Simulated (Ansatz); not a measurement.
# Lattice dynamics of Mo (Im-3m, 1 atom in the cell)

How does Mo (Im-3m, 1 atom in the cell) vibrate, and is this structure a minimum?

Calculated with Ansatz 0.2.0; DFT PBEsol, scalar-relativistic, plane waves, PAW.

This is a report of a sequence of runs, with most program output left out.

## 1. Starting point

The structure is cubic, space group Im-3m (No. 229). Conventional cell: a = 3.147 Å, b = 3.147 Å, c = 3.147 Å, α = 90.00°, β = 90.00°, γ = 90.00°. Nearest to Mo lie 8 Mo at 2.73 Å.

## 2. Bringing the structure to rest

The cell and atoms are relaxed, since residual forces and stress would shift the frequencies.

Contents of input.yaml:

```yaml
crystal:
  lattice:
    - [-1.573415, 1.573415, 1.573415]
    - [1.573415, -1.573415, 1.573415]
    - [1.573415, 1.573415, -1.573415]
  atoms:
    - { symbol: Mo, position: [0.0, 0.0, 0.0] }
kpoints:
  mp_grid: { grid: [18, 18, 18] }
hamiltonian:
  xc: pbesol
scf:
  occupations: { method: gaussian, width: 0.1 }
output:
  forces: true
  stress: true
  eigenvalues: true
  write_density: true
  write_potential: true
  elf: true
  volumetric_format: npy
relax:
  adjacent_minimum: "off"
  f_tol: 0.005
  max_steps: 80
  cell: { stress_tol: 0.05 }
```

Started as:

```
$ ansatz run input.yaml --threads 4 --pin off --max-ram 7168MiB --backend cpu --events-out ev --progress --plain --runs-dir out
```

Run time: 2.6 s. Hardware: 4 threads of Arm Neoverse V2, shared host; peak memory 0.31 GiB; 9.1 s of CPU time.

Relaxation path:

| step | energy less that of the first step (eV) | largest force component (eV/Å) | pressure (GPa) | volume (Å³) |
| --- | --- | --- | --- | --- |
| 1 | 0.0000 | 0.0000 | -4.54 | 15.58 |
| 2 | 0.0116 | 0.0000 | 10.13 | 14.82 |
| 3 | -0.0038 | 0.0000 | -0.26 | 15.34 |
| 4 | -0.0038 | 0.0000 | 0.01 | 15.32 |
| 5* | -0.0037 | 0.0000 | 0.01 | 15.32 |

Relaxation steps marked * repeat the geometry before them on a plane-wave basis chosen anew for their cell, so energy and pressure can jump there. Relaxation step 2 was tried and not accepted.

| conventional cell, symmetrised | before | after | change |
| --- | --- | --- | --- |
| a (Å) | 3.147 | 3.129 | -0.6 % |
| b (Å) | 3.147 | 3.129 | -0.6 % |
| c (Å) | 3.147 | 3.129 | -0.6 % |
| volume (Å³/atom) | 15.58 | 15.32 | -1.7 % |

The relaxed structure:

```cif
data_structure
_symmetry_space_group_name_H-M 'P 1'
_symmetry_Int_Tables_number 1
_cell_length_a 2.7100
_cell_length_b 2.7100
_cell_length_c 2.7100
_cell_angle_alpha 109.471
_cell_angle_beta 109.471
_cell_angle_gamma 109.471
_cell_volume 15.32
loop_
_atom_site_label
_atom_site_type_symbol
_atom_site_fract_x
_atom_site_fract_y
_atom_site_fract_z
_atom_site_occupancy
Mo1 Mo 0.00000 0.00000 0.00000 1
```

Numbers from this step:

| Quantity | Value |
| --- | --- |
| pressure | 0.009137 GPa |
| volume per atom | 15.32 Å³ |
| gap on the k-mesh | 0 eV |

Electrostatic potential energy in the ac plane of the conventional cell at fractional y = 0.000, with atoms of Mo within 0.2 Å of it. With pseudopotentials it is smooth inside the atoms' cores, unlike the true potential.

Values in eV, 14 rows by 14 columns, each cell a mean:
```
-62 -58 -43 -20   2  16  21  22  20  13  -3 -27 -50 -60
-54 -47 -31 -11   7  18  21  22  21  15   3 -17 -37 -50
-30 -25 -12   3  14  20  22  22  22  18  12  -1 -17 -27
 -6  -2   6  14  18  21  22  22  22  20  17  12   3  -3
 12  13  16  19  21  22  22  22  22  22  20  18  15  13
 20  20  21  22  22  22  22  22  22  22  22  22  21  20
 22  22  22  22  22  22  22  22  22  22  22  22  22  22
 20  21  21  22  22  22  22  22  22  22  22  22  21  21
 16  16  18  20  21  22  22  22  22  22  21  20  18  16
  0   3  10  16  19  21  22  22  22  21  18  14   7   2
-23 -18  -6   7  16  20  22  22  22  19  14   3 -11 -20
-47 -41 -25  -6  10  18  21  22  21  16   6 -12 -31 -43
-61 -57 -41 -18   3  16  21  22  20  13  -2 -25 -47 -58
-62 -61 -47 -23   0  16  20  22  20  12  -6 -30 -54 -62
```
Columns run along a (3.1 Å; values clipped at the 3rd and 97th percentile), rows up along c (3.1 Å), edges of the conventional cell, whose origin can differ from the input's. Atoms in or near the plane, at fractional coordinates: Mo at (0.00, 0.00).

ELF in the ac plane of the conventional cell at fractional y = 0.000, with atoms of Mo within 0.2 Å of it. It is the smooth field of the valence electrons, not physical close to the nuclei.

Ten even steps from '_' (0.17) to '@' (0.71), each cell a mean:
```
**%%@@**::__::--..__--%%@@##
@@@@@@++....--==::__::##@@@@
%%##**--..::==++--....==##%%
----::..::--==++==--....::--
____..::--==========--..____
....::======----======--::..
----==++++==------==++++==--
..::--======------======--::
____..::============--::..__
::......::====++==--::....::
##**==::..::==++==::..--++**
@@@@%%==....--==::..::**@@@@
##@@@@**..__::--..__--##@@%%
--##@@##::__..--..__--%%@@**
```
Columns run along a (3.1 Å), rows up along c (3.1 Å), edges of the conventional cell, whose origin can differ from the input's. Atoms in or near the plane, at fractional coordinates: Mo at (0.00, 0.00).

Valence density in the ac plane of the conventional cell at fractional y = 0.000, with atoms of Mo within 0.2 Å of it. It is the smooth field of the valence electrons, not physical close to the nuclei.

Ten even steps from '0' (0.3 e/Å³) to '9' (6.5 e/Å³), each cell a mean:
```
99630000001489
87520000000268
43200000000124
11000000000001
00000000000000
00000000000000
00000000000000
00000000000000
00000000000000
10000000000000
32100000000023
76410000000256
99620000001379
99731000001489
```
Columns run along a (3.1 Å), rows up along c (3.1 Å), edges of the conventional cell, whose origin can differ from the input's. Atoms in or near the plane, at fractional coordinates: Mo at (0.00, 0.00).

In this step the volume went from 15.58 to 15.32 Å³/atom.

## 3. Tight relaxation

Phonons need a cell at rest on their own settings, so the relaxation is repeated with tight tolerances on forces and stress on the k mesh and occupations of the first response run.

Contents of input.yaml:

```yaml
crystal:
  lattice:
    - [-1.5646440654, 1.5646440654, 1.5646440654]
    - [1.5646440654, -1.5646440654, 1.5646440654]
    - [1.5646440654, 1.5646440654, -1.5646440654]
  atoms:
    - { symbol: Mo, position: [0.0, 0.0, 0.0] }
kpoints:
  mp_grid: { grid: [20, 20, 20] }
hamiltonian:
  xc: pbesol
scf:
  occupations: { method: methfessel_paxton, width: 0.2 }
output:
  forces: true
  stress: true
  eigenvalues: true
relax:
  adjacent_minimum: "off"
  f_tol: 0.001
  max_steps: 60
  cell: { stress_tol: 0.01 }
```

Wall time 2.6 s (4 threads); peak memory 0.33 GiB; 9 s of CPU time.

Little changed from the start: no atom moved by 0.005 Å and no cell edge by 0.1 %.

This step gave:

- pressure: -1.24e-4 GPa
- volume per atom: 15.33 Å³

The forces vanish by symmetry and the pressure is 0.000 GPa, within the tolerances set. The cell now holds 15.33 Å³/atom.

## 4. Response at finite wavevector

Stability and thermal properties need the whole zone. Linear response on a 4×4×4 q mesh gives force constants as far as a supercell of that size would.

Contents of input.yaml:

```yaml
crystal:
  lattice:
    - [-1.5649913637, 1.5649913637, 1.5649913637]
    - [1.5649913637, -1.5649913637, 1.5649913637]
    - [1.5649913637, 1.5649913637, -1.5649913637]
  atoms:
    - { symbol: Mo, position: [0.0, 0.0, 0.0] }
kpoints:
  mp_grid: { grid: [20, 20, 20] }
hamiltonian:
  xc: pbesol
scf:
  occupations: { method: methfessel_paxton, width: 0.2 }
output:
  eigenvalues: true
phonons:
  method: dfpt
  qmesh: [4, 4, 4]
  temperatures: { t_max: 1000, t_step: 50 }
  qpath:
    path:
      - [[0.0, 0.0, 0.0], [0.5, -0.5, 0.5], [0.0, 0.0, 0.5], [0.0, 0.0, 0.0], [0.25, 0.25, 0.25], [0.5, -0.5, 0.5]]
      - [[0.25, 0.25, 0.25], [0.0, 0.0, 0.5]]
    npoints: 10
```

Run time: 100 s. Hardware: 4 threads; peak memory 3.2 GiB.

Numbers from this step:

| Item | Value |
| --- | --- |
| sum-rule residual before enforcement | 4.77e-5 eV/Å² |
| lowest frequency on the path | 0 cm⁻¹ |
| highest frequency on the path or at a solved wavevector | 269.2 cm⁻¹ |
| mean frequency | 194.3 cm⁻¹ |
| Debye temperature (second moment) | 369 K |
| logarithmic mean frequency | 188.6 cm⁻¹ |
| lowest mode on the q mesh (acoustic modes at Γ apart) | 117.7 cm⁻¹ |
| zero-point energy per atom | 36.14 meV |
| heat capacity at 300 K | 23.15 J/(mol atoms K) |
| vibrational entropy at 300 K | 28.37 J/(mol atoms K) |

Frequencies (cm⁻¹) solved at each irreducible wavevector; negative means imaginary. Frequencies by wavevector, by row:

| q in reciprocal lattice units | star | mode 1 | mode 2 | mode 3 |
| --- | --- | --- | --- | --- |
| 0 0 0 | 1 | 0 | 0 | 0 |
| 0 0 0.25 | 12 | 117.7 | 134.8 | 200 |
| 0 0 -0.5 | 6 | 164.4 | 198.7 | 269.1 |
| 0 0.25 0.25 | 24 | 190.1 | 205 | 242.3 |
| 0.25 0.25 0.25 | 2 | 216.6 | 216.6 | 216.6 |
| 0.25 0.25 -0.25 | 6 | 148.9 | 148.9 | 240.3 |
| 0.25 -0.5 -0.5 | 12 | 177.8 | 215.8 | 239 |
| -0.5 -0.5 -0.5 | 1 | 175.4 | 175.4 | 175.4 |

Interpolated from a 4×4×4 q mesh. Phonon branches along the path, in cm⁻¹:

| point | branch 1 | branch 2 | branch 3 |
| --- | --- | --- | --- |
| Γ | 0 | 0 | 0 |
| halfway | 149 | 149 | 240 |
| H | 175 | 175 | 175 |
| halfway | 178 | 216 | 239 |
| N | 164 | 199 | 269 |
| halfway | 118 | 135 | 200 |
| Γ | 0 | 0 | 0 |
| halfway | 167 | 167 | 206 |
| P | 217 | 217 | 217 |
| halfway | 208 | 230 | 230 |
| H | 175 | 175 | 175 |
| jump to P | 217 | 217 | 217 |
| halfway | 198 | 209 | 246 |
| N | 164 | 199 | 269 |

Tetrahedra on a 28×28×28 mesh, mean over bins of 5 cm-1. Interpolated from a 4×4×4 q mesh. Phonon density of states against wavenumber; read off at these points:

| wavenumber (cm⁻¹) | phonon density of states (1/cm⁻¹/cell) |
| --- | --- |
| 2 | 0 |
| 18 | 5.0e-5 |
| 28 | 1.7e-4 |
| 42 | 4.4e-4 |
| 52 | 6.9e-4 |
| 68 | 0.0012 |
| 78 | 0.00163 |
| 92 | 0.00249 |
| 102 | 0.00324 |
| 118 | 0.00469 |
| 128 | 0.006 |
| 142 | 0.00885 |
| 152 | 0.0119 |
| 168 | 0.0224 |
| 178 | 0.0338 |
| 192 | 0.0275 |
| 202 | 0.0340 |
| 218 | 0.0199 |
| 228 | 0.0144 |
| 242 | 0.0240 |
| 248 | 0.0320 |
| 252 | 0.0238 |
| 268 | 0.003 |

Second derivatives of the energy by pair, one row for each kind of neighbour of each atom listed. Each entry sums the pair over the periodic images of the supercell that the q mesh stands for, and in a polar crystal it holds the long-range dipole part too. Force constants by pair, by row:

| atom | neighbour | distance (Å) | third of the trace (eV/Å²) | along the pair's line (eV/Å²) |
| --- | --- | --- | --- | --- |
| Mo1 | itself | 0 | 13.95 | – |
| Mo1 | Mo | 2.711 | -0.867 | -2.103 |
| Mo1 | Mo | 3.13 | -0.9715 | -2.859 |
| Mo1 | Mo | 4.426 | -0.199 | -0.3218 |
| Mo1 | Mo | 5.19 | 0.0628 | 0.1011 |
| Mo1 | Mo | 5.421 | 0.0587 | -0.2899 |
| Mo1 | Mo | 6.26 | -0.191 | -0.3984 |
| Mo1 | Mo | 6.999 | 0.005 | 0.0069 |

Harmonic thermodynamic functions per atom, from the density of states. Interpolated from a 4×4×4 q mesh. Thermodynamic functions, by row:

| T (K) | F_vib (meV/atom) | S (J/mol-atom/K) | C_V (J/mol-atom/K) |
| --- | --- | --- | --- |
| 0 | 36.14 | 0 | 0 |
| 50 | 36 | 1.155 | 3.745 |
| 100 | 34.02 | 6.973 | 13.58 |
| 200 | 20.1 | 19.34 | 21.14 |
| 300 | -4.87 | 28.37 | 23.15 |
| 400 | -37.94 | 35.15 | 23.91 |
| 500 | -77.25 | 40.52 | 24.27 |
| 600 | -121.6 | 44.97 | 24.48 |
| 700 | -170.2 | 48.75 | 24.6 |
| 800 | -222.5 | 52.04 | 24.68 |
| 900 | -278 | 54.95 | 24.73 |
| 1000 | -336.3 | 57.56 | 24.77 |

Harmonic mean-square displacement, third of the trace. Interpolated from a 4×4×4 q mesh. Mean square displacements, by row:

| T (K) | Mo1 U_eq (Å²) |
| --- | --- |
| 0 | 9.70e-4 |
| 100 | 0.00124 |
| 300 | 0.00272 |
| 600 | 0.00524 |

Symmetry leaves 8 wavevectors to solve. The lowest mode among them, the acoustic zeros apart, lies at q = (0, 0, 0.25) and is real, 118 cm⁻¹.

## 5. The same by displaced supercells

Finite displacements in a 2×2×2 supercell give force constants from forces alone. They are exact at the wavevectors that the supercell holds, where they check the linear-response result.

Changes to input.yaml since step 4:

```diff
@@ -16,4 +16,4 @@
 phonons:
-  method: dfpt
-  qmesh: [4, 4, 4]
+  method: fd
+  supercell: [2, 2, 2]
   temperatures: { t_max: 1000, t_step: 50 }
```

The job ended after 16 s (4 threads; peak memory 1.1 GiB; 63 s of CPU time).

This step gave:

| Property | Result |
| --- | --- |
| atoms in the supercell | 8 |
| sum-rule residual before enforcement | 2.09e-4 eV/Å² |
| highest frequency on the path or at a solved wavevector | 269.1 cm⁻¹ |

Interpolated from a 2×2×2 supercell, rough between the solved points. Phonon branches along the path, in cm⁻¹:

| point | branch 1 | branch 2 | branch 3 |
| --- | --- | --- | --- |
| Γ | 0 | 0 | 0 |
| halfway | 146 | 146 | 224 |
| H | 175 | 175 | 175 |
| halfway | 170 | 187 | 227 |
| N | 164 | 199 | 269 |
| halfway | 116 | 140 | 190 |
| Γ | 0 | 0 | 0 |
| halfway | 165 | 165 | 212 |
| P | 249 | 249 | 249 |
| halfway | 180 | 223 | 223 |
| H | 175 | 175 | 175 |
| jump to P | 249 | 249 | 249 |
| halfway | 211 | 217 | 266 |
| N | 164 | 199 | 269 |

Tetrahedra on a 28×28×28 mesh, mean over bins of 5 cm-1. Interpolated from a 2×2×2 supercell, rough between the solved points. Phonon density of states against wavenumber; read off at these points:

| wavenumber (cm⁻¹) | phonon density of states (1/cm⁻¹/cell) |
| --- | --- |
| 2 | 0 |
| 18 | 5.0e-5 |
| 28 | 1.6e-4 |
| 42 | 4.3e-4 |
| 52 | 6.8e-4 |
| 68 | 0.00119 |
| 78 | 0.00164 |
| 92 | 0.00253 |
| 102 | 0.00333 |
| 118 | 0.00491 |
| 128 | 0.00643 |
| 142 | 0.00991 |
| 152 | 0.0141 |
| 168 | 0.0350 |
| 172 | 0.0436 |
| 178 | 0.0286 |
| 192 | 0.0267 |
| 202 | 0.0215 |
| 218 | 0.0167 |
| 228 | 0.0195 |
| 242 | 0.0181 |
| 252 | 0.0190 |
| 258 | 0.0227 |
| 268 | 0.00546 |

On this path the spectrum ends at 269 cm⁻¹ (at N). No branch goes imaginary on this path.

## 6. Outcome

```yaml
space_group_after_relaxation_within_0p01_a: Im-3m
volume_per_atom: 15.3 Å³
electronic_character: no gap on this mesh
lowest_mode_on_the_q_mesh_acoustic_modes_at_gamma_apart: 118 cm⁻¹
highest_frequency_on_the_path_or_at_a_solved_wavevector: 269 cm⁻¹
zero_point_energy_per_atom: 36.1 meV
heat_capacity_at_300_k: 23.1 J/(mol atoms K)
vibrational_entropy_at_300_k: 28.4 J/(mol atoms K)
debye_temperature_second_moment: 369 K
imaginary_modes_on_the_4x4x4_q_mesh: none
```

What this shows: The structure is a minimum as far as tested: no mode is imaginary at the 8 irreducible wavevectors of the 4×4×4 mesh, and the softest away from the acoustic zeros lies at 118 cm⁻¹. With no gap, or one that is small against the smearing, the frequencies hang on the k mesh and the smearing, most of all near Kohn anomalies. A phonon run warned that its eigensolver left some bands unconverged in a pass. These are harmonic frequencies at zero temperature: anharmonic shifts, linewidths and thermal expansion are left out.

[Logs are printed without paths, hosts, clocks, repeated set-up lines and the standing remarks that a program may print on its own settings, such as how far it seeks lower states.]

[Hosts, paths, dates, database ids (printed as entryN), source tags and the programs' standing remarks are cut or masked in the printed files.]
